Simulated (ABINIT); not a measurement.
Computed results, one entry a study.

**Quasiparticle gap of Ga2O3 (R-3c) in ABINIT**

Symmetry: R-3c, No. 167, trigonal system. Conventional cell: a = 4.997 Å, b = 4.997 Å, c = 13.451 Å, α = 90.00°, β = 90.00°, γ = 120.00°. Ga has 6 O at 1.93 to 2.08 Å nearest. Nearest to O lie 4 Ga at 1.93 to 2.08 Å. Farther neighbours, and contacts between anions beyond the nearest, are not listed.

```yaml
method: RPA screening on PBE, plane waves, norm-conserving pseudopotentials (and 2 further levels or steps)
program: ABINIT 10.8.3
settings: cutoff 45 Ha, PseudoDojo scalar-relativistic 0.4 stringent, norm-conserving, potential set dojo-sr-pbe-0.4-stringent, ngkpt (4, 4, 4), nband 175, ecuteps 4.8 Ha, inclvkb 2, shiftk (0, 0, 0), symchi 1, awtr 1, frequency ppm, 4×4×4 k-mesh
cost: 5 runs, 21 min in all on 8 MPI ranks of Arm Neoverse V2, shared host
notes: The program’s warnings: nkpt*nsppol () is not a multiple of nproc spkpt (). The cell and positions are those that the Materials Project relaxed with its own functionals (PBE, PBE+U or r2SCAN), kept fixed. This is not the form that Ga2O3 usually takes at ambient conditions. Limits: no spin-orbit coupling.
pbe_gap: 2.82 eV, indirect
g0w0_gap_on_the_mesh: 4.28 eV
g0w0_gap_over_the_zone_rigid_shift: 4.24 eV
gw_settings: 4×4×4 mesh, 175 bands, screening to 130.6 eV, Godby-Needs plasmon pole
known_limits: short of the basis limit; no spin-orbit coupling
```

G0W0 moves the gap on the mesh from 2.86 eV to 4.28 eV (+1.42 eV), with Z of 0.80 and 0.85 at the edges. The mesh misses the band edges by 0.04 eV in all; a rigid shift gives 4.24 eV for the zone.

[Long decimals in the printed logs are rounded to 6 places.]

[Logs are printed without paths, hosts, clocks, repeated set-up lines and the standing remarks that a program may print on its own settings, such as how far it seeks lower states.]

[Paths, hosts, dates, memory and timing lines, banners, echoed tables and standing remarks are left out of the program output; an Ansatz launch command may be rebuilt from the run's recorded settings. Measured values are a selection of at most five: reports struck by readers or far from the other reports are left out. None is set beside runs whose start may be inverted or whose files or cutoffs have a known fault.]

[Runs of the session that timed out or met a known fault of the program may be left out.]

[Hosts, paths, dates, database ids (printed as entryN), source tags and the programs' standing remarks are cut or masked in the printed files.]

[G0W0 gaps are taken among the corrected bands and points alone; a level outside them can change the order at an edge.]

[Where Ansatz stands beside ABINIT at settings called matched, ABINIT's density can come from a denser mesh and the files from another edition; pairs whose starting gaps differed by over 0.03 eV were left out, so agreement reads better than it is.]
